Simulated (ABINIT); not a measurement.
# Calculated records

**SiC (F-43m): a self-consistent loop beyond G0W0, cycle by cycle**

It takes space group F-43m (No. 216, cubic). Conventional cell: a = 4.358 Å, b = 4.358 Å, c = 4.358 Å, α = 90.00°, β = 90.00°, γ = 90.00°. Nearest to Si lie 4 C at 1.89 Å. C has 4 Si at 1.89 Å nearest. Farther neighbours, and contacts between anions beyond the nearest, are not listed.

```xyz
2
Lattice="0.0000 2.1790 2.1790 2.1790 0.0000 2.1790 2.1790 2.1790 0.0000" Properties=species:S:1:pos:R:3 pbc="T T T"
Si    0.0000    0.0000    0.0000
C     1.0895    1.0895    1.0895
```

* method: RPA screening on PBE from quasiparticle energies and orbitals, plane waves, norm-conserving pseudopotentials (and 4 further levels or steps)
* program: ABINIT 10.8.3
* settings: cutoff 37 Ha, PseudoDojo scalar-relativistic 0.4.1 standard, norm-conserving, ngkpt (4, 4, 4), nband 19, ecuteps 4 Ha, gwcalctyp 27, nfreqre 1, inclvkb 2, shiftk (0, 0, 0), symchi 1, awtr 1, frequency static, cycle 6, q points all but q = 0, 4×4×4 k-mesh
* cost: 19 runs, 85 s in all on 4 MPI ranks of AMD EPYC 7R13 (Zen 3), shared host
* notes: The cell and positions come from the Crystallography Open Database and are kept as given unless a step says otherwise. The 4×4×4 mesh is coarse for this cell, which bears on the long-range parts of exchange and screening.
* G0W0: 1.856 eV
* self-consistent COHSEX, cycle 1: 2.690 eV
* self-consistent COHSEX, cycle 2: 2.986 eV
* self-consistent COHSEX, cycle 3: 3.050 eV
* self-consistent COHSEX, cycle 4: 3.049 eV
* self-consistent COHSEX, cycle 5: 3.034 eV
* self-consistent COHSEX, cycle 6: 3.020 eV
* known limits: short of the basis limit; coarse k mesh

Only the bands that the input lists are updated; the higher empty ones keep the functional's energies. Self-consistent COHSEX ends at 3.02 eV, +1.16 eV from G0W0, after 6 cycles that took 77 s beside the first screening; the last moved the gap by 0.014 eV.

[Long decimals in the printed logs are rounded to 6 places.]

[Logs are printed without paths, hosts, clocks, repeated set-up lines and the standing remarks that a program may print on its own settings, such as how far it seeks lower states.]

[Paths, hosts, dates, memory and timing lines, banners, echoed tables and standing remarks are left out of the program output; an Ansatz launch command may be rebuilt from the run's recorded settings. Measured values are a selection of at most five: reports struck by readers or far from the other reports are left out. None is set beside runs whose start may be inverted or whose files or cutoffs have a known fault.]

[Runs of the session that timed out or met a known fault of the program may be left out.]

[Hosts, paths, dates, database ids (printed as entryN), source tags and the programs' standing remarks are cut or masked in the printed files.]

[G0W0 gaps are taken among the corrected bands and points alone; a level outside them can change the order at an edge.]

[Where Ansatz stands beside ABINIT at settings called matched, ABINIT's density can come from a denser mesh and the files from another edition; pairs whose starting gaps differed by over 0.03 eV were left out, so agreement reads better than it is.]
